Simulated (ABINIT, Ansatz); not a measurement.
# CaSiS3 (Pm-3m): zone-centre phonons, part 2 of 4

Aim: the zone-centre modes of CaSiS3 (Pm-3m).

ABINIT 10.8.3; DFT PBEsol, scalar-relativistic, plane waves, PseudoDojo norm-conserving pseudopotentials.

So far. Step 2 (Relaxing the cell and atoms): Little changed from the start: no atom moved by 0.005 Å and no cell edge by 0.1 %. The relaxed cell has a = 4.563 Å (conventional setting).

The structure was built from a prototype and need not be the compound's stable phase.

## (4) Linear response at Γ

At q = 0 one unit cell holds all displacements. The response is solved for single atoms along the cell's directions, and symmetry skips those that follow from others. The crystal is treated as a metal, which screens a static field, so no field response is asked.

dfpt_gamma.abi

```

# common to the responses
getwfk_filepath "gso_WFK"
kptopt 2
nqpt 1
qpt 0.0 0.0 0.0
asr 0
chneut 0

# displacements
rfphon 1
rfatpol 1 5
rfdir 1 1 1
tolvrs 1.0d-10
prtwf 0

# basis, mesh and filling
ecut 28.0
ngkpt 6 6 6
nshiftk 1
shiftk 0.0 0.0 0.0
istwfk *1
occopt 6
tsmear 0.01
nband 24
nstep 100
diemac 1000000.0
prtebands 0
prtgsr 0
useylm 1

# cell and atoms
acell 3*1.0 Angstrom
rprim 
    4.563445398 0.0 0.0
    0.0 4.563445398 0.0
    0.0 0.0 4.563445398
ntypat 3
znucl 20 14 16
natom 5
typat 1 2 3 3 3
xred 
    0.0 0.0 0.0
    0.5 0.5 0.5
    0.5 0.5 0.0
    0.5 0.0 0.5
    0.0 0.5 0.5
pp_dirpath "./pseudo"
pseudos "Ca.upf, Si.upf, S.upf"
```

Started as:

```
$ OMP_NUM_THREADS=1 mpirun -n 4 abinit dfpt_gamma.abi > dfpt_gamma.log
```

Numbers of over 12 decimals in the logs are rounded to 6 here.

dfpt_gamma.abo, the main output file:

```text
[banners, grids, parts of the stress and lines that vanish by symmetry left out]
- input  file    -> dfpt_gamma.abi
- output file    -> dfpt_gamma.abo
- root for input  files -> dfpt_gammai
- root for output files -> dfpt_gammao

 Symmetries : space group Pm -3 m (#221); Bravais cP (primitive cubic)
================================================================================
 Values of the parameters that define the memory need of the present run (RF).
     intxc =       0      iscf =       7    lmnmax =      18     lnmax =       6
     mgfft =      45  mpssoang =       3    mqgrid =    3001     natom =       5
  nloc_mem =       1    nspden =       1   nspinor =       1    nsppol =       1
      nsym =      48    n1xccc =    2501    ntypat =       3    occopt =       6
   xclevel =       2
-    mband =          24        mffmem =           1         mkmem =          28
-   mkqmem =          28        mk1mem =          28           mpw =        4632
      nfft =       91125          nkpt =         112
- my_mband =          24
================================================================================
================================================================================

--------------------------------------------------------------------------------
------------- Echo of variables that govern the present computation ------------
--------------------------------------------------------------------------------
-
- outvars: echo of selected default values
-   iomode0 =  0 , fftalg0 =312 , wfoptalg0 =  0
-
- outvars: echo of global parameters not present in the input file
-  max_nthreads =    1
-
 -outvars: echo values of preprocessed input variables
 [... echo left out ...]
================================================================================

 chkinp: Checking input parameters for consistency.

[...]
== DATASET  1 ==================================================================
-   mpi_nproc: 4, omp_nthreads: 1 (-1 if OMP is not activated)

--- !DatasetInfo
iteration_state: {dtset: 1, }
dimensions: {natom: 5, nkpt: 112, mband: 24, nsppol: 1, nspinor: 1, nspden: 1, mpw: 4632, }
cutoff_energies: {ecut:  28.0, pawecutdg:  -1.0, }
electrons: {nelect:   3.20000000E+01, charge:   0.00000000E+00, occopt:   6.00000000E+00, tsmear:   1.00000000E-02, }
meta: {optdriver: 1, rfphon: 1, }
...

 mkfilename: getwfk from: gso_WFK

 Real(R)+Recip(G) space primitive vectors, cartesian coordinates (Bohr,Bohr^-1):
 R(1)=  8.6236620  0.0000000  0.0000000  G(1)=  0.1159600  0.0000000  0.0000000
 R(2)=  0.0000000  8.6236620  0.0000000  G(2)=  0.0000000  0.1159600  0.0000000
 R(3)=  0.0000000  0.0000000  8.6236620  G(3)=  0.0000000  0.0000000  0.1159600
 Unit cell volume ucvol=  6.4132058E+02 bohr^3
 Angles (23,13,12)=  9.00000000E+01  9.00000000E+01  9.00000000E+01 degrees
 setup1 : take into account q-point for computing boxcut.

 getcut: wavevector=  0.0000  0.0000  0.0000  ngfft=  45  45  45
         ecut(hartree)=     28.000   => boxcut(ratio)=   2.14199

--- Pseudopotential description ------------------------------------------------
- pspini: atom type   1  psp file is ./pseudo/Ca.upf

- pspini: atom type   2  psp file is ./pseudo/Si.upf

- pspini: atom type   3  psp file is ./pseudo/S.upf

   1.48738935E+03                                ecore*ucvol(ha*bohr**3)
--------------------------------------------------------------------------------

 ==>  initialize data related to q vector <==

 The list of irreducible perturbations for this q vector is:
    1)    idir= 1    ipert=   1
    2)    idir= 1    ipert=   2
    3)    idir= 1    ipert=   3
    4)    idir= 3    ipert=   3

[...]
The perturbation idir=   2  ipert=   1 is
 symmetric of a previously calculated perturbation.
 So, its SCF calculation is not needed.

 The perturbation idir=   3  ipert=   1 is
 symmetric of a previously calculated perturbation.
 So, its SCF calculation is not needed.

 The perturbation idir=   2  ipert=   2 is
 symmetric of a previously calculated perturbation.
 So, its SCF calculation is not needed.

 The perturbation idir=   3  ipert=   2 is
 symmetric of a previously calculated perturbation.
 So, its SCF calculation is not needed.

[...]
The perturbation idir=   2  ipert=   5 is
 symmetric of a previously calculated perturbation.
 So, its SCF calculation is not needed.

 The perturbation idir=   3  ipert=   5 is
 symmetric of a previously calculated perturbation.
 So, its SCF calculation is not needed.

--------------------------------------------------------------------------------
 Perturbation wavevector (in red.coord.)   0.000000  0.000000  0.000000
 Perturbation : displacement of atom   1   along direction   1
 Found     8 symmetries that leave the perturbation invariant.

[...]
dfpt_looppert : total number of electrons, from k and k+q
  fully or partially occupied states are    3.200000E+01 and    3.200000E+01.
 Initialisation of the first-order wave-functions :
  ireadwf=   0

--- !BeginCycle
iteration_state: {dtset: 1, }
solver: {iscf: 7, nstep: 100, nline: 4, wfoptalg: 0, }
tolerances: {tolvrs: 1.00E-10, }
...

     iter   2DEtotal(Ha)        deltaE(Ha) residm    vres2
-ETOT  1   2.178158     -3.343E+03 1.335E+01 2.671E+03
 ETOT  2 -3.15982272596500E-02 -2.210E+00 9.479E-01 8.837E+01
 ETOT  3 -7.29073207645285E-02 -4.131E-02 5.192E-01 2.049E+01
 ETOT  4 -8.04170258066677E-02 -7.510E-03 5.229E-02 1.157E+00
 ETOT  5 -8.07032806424957E-02 -2.863E-04 2.008E-01 2.802E-02
[...]
At SCF step   13       vres2   =  8.37E-12 < tolvrs=  1.00E-10 =>converged.
[...]
Mean square residual over all n,k,spin=   26.635E-06; max=  13.888E-03

 Thirteen components of 2nd-order total energy (hartree) are
 1,2,3: 0th-order hamiltonian combined with 1st-order wavefunctions
     kin0=   2.12976806E+03 eigvalue=   3.29841721E+02  local=  -1.80244877E+03
 4,5,6: 1st-order hamiltonian combined with 1st and 0th-order wfs
 loc psp =  -3.75925271E+03  Hartree=   9.71283439E+02     xc=  -2.21066013E+02
 note that "loc psp" includes a xc core correction that could be resolved
 7,8,9: eventually, occupation + non-local contributions
    edocc=   4.58852954E+02     enl0=   1.47874563E+03   enl1=  -2.93070132E+03
 1-9 gives the relaxation energy (to be shifted if some occ is /=2.0)
   erelax=  -3.34497702E+03
 10,11,12 Non-relaxation  contributions : frozen-wavefunctions and Ewald
 fr.local=   1.81856730E+03 fr.nonlo=   1.46497280E+03  Ewald=   1.06861081E+02
 13,14 Frozen wf xc core corrections (1) and (2)
 frxc 1  =  -2.98916326E+02  frxc 2 =   2.53411441E+02
 Resulting in :
 2DEtotal=   -0.8072229673E-01 Ha. Also 2DEtotal=   -0.219656559510E+01 eV
    (2DErelax=   -3.3449770162E+03 Ha. 2DEnonrelax=    3.3448962939E+03 Ha)
    (  non-var. 2DEtotal :   -8.0722710524E-02 Ha)

[...]
Perturbation wavevector (in red.coord.)   0.000000  0.000000  0.000000
 Perturbation : displacement of atom   2   along direction   1
 Found     8 symmetries that leave the perturbation invariant.

[...]
dfpt_looppert : total number of electrons, from k and k+q
  fully or partially occupied states are    3.200000E+01 and    3.200000E+01.
 Initialisation of the first-order wave-functions :
  ireadwf=   0

--- !BeginCycle
iteration_state: {dtset: 1, }
solver: {iscf: 7, nstep: 100, nline: 4, wfoptalg: 0, }
tolerances: {tolvrs: 1.00E-10, }
...

     iter   2DEtotal(Ha)        deltaE(Ha) residm    vres2
-ETOT  1   2.731986     -1.209E+02 7.531E-01 4.592E+03
[...]
At SCF step   12       vres2   =  1.67E-11 < tolvrs=  1.00E-10 =>converged.
[...]
Mean square residual over all n,k,spin=   46.910E-07; max=  28.649E-04

 Thirteen components of 2nd-order total energy (hartree) are
 1,2,3: 0th-order hamiltonian combined with 1st-order wavefunctions
     kin0=   1.10877224E+02 eigvalue=  -1.83612564E+00  local=  -6.34490830E+01
 4,5,6: 1st-order hamiltonian combined with 1st and 0th-order wfs
 loc psp =  -8.74651793E+01  Hartree=   3.22570713E+01     xc=  -7.99246346E+00
 note that "loc psp" includes a xc core correction that could be resolved
 7,8,9: eventually, occupation + non-local contributions
    edocc=   6.56034570E+00     enl0=   4.61215558E+01   enl1=  -1.57611870E+02
 1-9 gives the relaxation energy (to be shifted if some occ is /=2.0)
   erelax=  -1.22538524E+02
 10,11,12 Non-relaxation  contributions : frozen-wavefunctions and Ewald
 fr.local=  -1.79142927E+01 fr.nonlo=   9.00199362E+01  Ewald=   5.44020050E+01
 13,14 Frozen wf xc core corrections (1) and (2)
 frxc 1  =  -1.01623148E+01  frxc 2 =   7.27974353E+00
 Resulting in :
 2DEtotal=    0.1086552844E+01 Ha. Also 2DEtotal=    0.295666091039E+02 eV
    (2DErelax=   -1.2253852443E+02 Ha. 2DEnonrelax=    1.2362507727E+02 Ha)
    (  non-var. 2DEtotal :    1.0865527035E+00 Ha)

[...]
Perturbation wavevector (in red.coord.)   0.000000  0.000000  0.000000
 Perturbation : displacement of atom   3   along direction   1
 Found     4 symmetries that leave the perturbation invariant.

[...]
dfpt_looppert : total number of electrons, from k and k+q
  fully or partially occupied states are    3.200000E+01 and    3.200000E+01.
 Initialisation of the first-order wave-functions :
  ireadwf=   0

--- !BeginCycle
iteration_state: {dtset: 1, }
solver: {iscf: 7, nstep: 100, nline: 4, wfoptalg: 0, }
tolerances: {tolvrs: 1.00E-10, }
...

     iter   2DEtotal(Ha)        deltaE(Ha) residm    vres2
-ETOT  1  0.751987     -5.392E+02 1.461E+00 2.389E+03
[...]
At SCF step   13       vres2   =  3.74E-11 < tolvrs=  1.00E-10 =>converged.
[...]
Mean square residual over all n,k,spin=   35.956E-07; max=  22.984E-04

 Thirteen components of 2nd-order total energy (hartree) are
 1,2,3: 0th-order hamiltonian combined with 1st-order wavefunctions
     kin0=   5.10204231E+02 eigvalue=  -1.78230940E+01  local=  -3.57969919E+02
 4,5,6: 1st-order hamiltonian combined with 1st and 0th-order wfs
 loc psp =  -3.96874612E+02  Hartree=   1.50562951E+02     xc=  -4.20449715E+01
 note that "loc psp" includes a xc core correction that could be resolved
 7,8,9: eventually, occupation + non-local contributions
    edocc=   1.79554858E+01     enl0=   2.79352202E+02   enl1=  -6.83599157E+02
 1-9 gives the relaxation energy (to be shifted if some occ is /=2.0)
   erelax=  -5.40236884E+02
 10,11,12 Non-relaxation  contributions : frozen-wavefunctions and Ewald
 fr.local=   1.57970625E+02 fr.nonlo=   3.49118582E+02  Ewald=   4.59757767E+01
 13,14 Frozen wf xc core corrections (1) and (2)
 frxc 1  =  -6.34898402E+01  frxc 2 =   5.04125794E+01
 Resulting in :
 2DEtotal=   -0.2491609264E+00 Ha. Also 2DEtotal=   -0.678001420670E+01 eV
    (2DErelax=   -5.4023688440E+02 Ha. 2DEnonrelax=    5.3998772347E+02 Ha)
    (  non-var. 2DEtotal :   -2.4916115329E-01 Ha)

[...]
Perturbation wavevector (in red.coord.)   0.000000  0.000000  0.000000
 Perturbation : displacement of atom   3   along direction   3
 Found     8 symmetries that leave the perturbation invariant.

--------------------------------------------------------------------------------

--------------------------------------------------------------------------------

 dfpt_looppert : total number of electrons, from k and k+q
  fully or partially occupied states are    3.200000E+01 and    3.200000E+01.
 Initialisation of the first-order wave-functions :
  ireadwf=   0

--- !BeginCycle
iteration_state: {dtset: 1, }
solver: {iscf: 7, nstep: 100, nline: 4, wfoptalg: 0, }
tolerances: {tolvrs: 1.00E-10, }
...

     iter   2DEtotal(Ha)        deltaE(Ha) residm    vres2
-ETOT  1   11.097961749827     -5.317E+02 4.651E+00 1.161E+04
[...]
ETOT 12   7.000591     -9.777E-12 5.340E-03 2.625E-10
 ETOT 13   7.000591      8.185E-12 1.636E-02 3.687E-12

 At SCF step   13       vres2   =  3.69E-12 < tolvrs=  1.00E-10 =>converged.
[...]
Mean square residual over all n,k,spin=   21.896E-06; max=  16.360E-03

 Thirteen components of 2nd-order total energy (hartree) are
 1,2,3: 0th-order hamiltonian combined with 1st-order wavefunctions
     kin0=   4.87450428E+02 eigvalue=  -1.03908474E+01  local=  -3.24546742E+02
 4,5,6: 1st-order hamiltonian combined with 1st and 0th-order wfs
 loc psp =  -4.25626327E+02  Hartree=   1.62160182E+02     xc=  -3.99787280E+01
 note that "loc psp" includes a xc core correction that could be resolved
 7,8,9: eventually, occupation + non-local contributions
    edocc=   3.00251688E+01     enl0=   2.31121641E+02   enl1=  -6.46055879E+02
 1-9 gives the relaxation energy (to be shifted if some occ is /=2.0)
   erelax=  -5.35841103E+02
 10,11,12 Non-relaxation  contributions : frozen-wavefunctions and Ewald
 fr.local=   9.34980886E+01 fr.nonlo=   3.26451831E+02  Ewald=   1.35371110E+02
 13,14 Frozen wf xc core corrections (1) and (2)
 frxc 1  =  -6.37064621E+01  frxc 2 =   5.12271254E+01
 Resulting in :
 2DEtotal=    0.7000590771E+01 Ha. Also 2DEtotal=    0.190495779429E+03 eV
    (2DErelax=   -5.3584110276E+02 Ha. 2DEnonrelax=    5.4284169353E+02 Ha)
    (  non-var. 2DEtotal :    7.0005906171E+00 Ha)

[...]
---- first-order wavefunction calculations are completed ----

 ==> Compute Derivative Database <==

 [... matrices left out ...]
  Phonon wavevector (reduced coordinates) :  0.00000  0.00000  0.00000
 Phonon energies in Hartree :
  -5.911215E-04 -5.911215E-04 -5.911215E-04 -3.741853E-04 -3.741853E-04
  -3.741853E-04  2.628934E-05  2.628934E-05  2.628935E-05  1.842511E-04
   1.842511E-04  1.842511E-04  1.490347E-03  1.490347E-03  1.490347E-03
 Phonon frequencies in cm-1    :
- -1.297362E+02 -1.297362E+02 -1.297362E+02 -8.212418E+01 -8.212418E+01
- -8.212418E+01  5.769844E+00  5.769844E+00  5.769844E+00  4.043844E+01
-  4.043844E+01  4.043844E+01  3.270933E+02  3.270933E+02  3.270933E+02

== END DATASET(S) ==============================================================
================================================================================

 -outvars: echo values of variables after computation
            acell      1.8897261259E+00  1.8897261259E+00  1.8897261259E+00 Bohr
           etotal      7.0005907714E+00
            fcart      0.0000000000E+00  0.0000000000E+00  0.0000000000E+00
           strten      0.0000000000E+00  0.0000000000E+00  0.0000000000E+00
================================================================================
```

The job ended after 3 min (4 MPI ranks of Intel Xeon 6975P-C (Granite Rapids), shared host; 12 min of CPU time).

Read from the output:

* largest acoustic frequency at the zone centre before the sum rule: 5.77 cm⁻¹
* highest optical zone-centre mode (no LO-TO term): 327.1 cm⁻¹
* lowest optical zone-centre mode: -129.7 cm⁻¹

The acoustic modes at Γ come out as far as 5.8 cm⁻¹ from zero, where they should vanish, a small numerical error. The lowest optical mode is imaginary, 130i cm⁻¹, an instability at this level and on this k mesh.

(Continued in part 3 of 4.)

[Host names and launcher messages were left out of these logs when they were recorded.]

[Logs are printed without paths, hosts, clocks, repeated set-up lines and the standing remarks that a program may print on its own settings, such as how far it seeks lower states.]

[Hosts, paths, dates, database ids (printed as entryN), source tags and the programs' standing remarks are cut or masked in the printed files.]
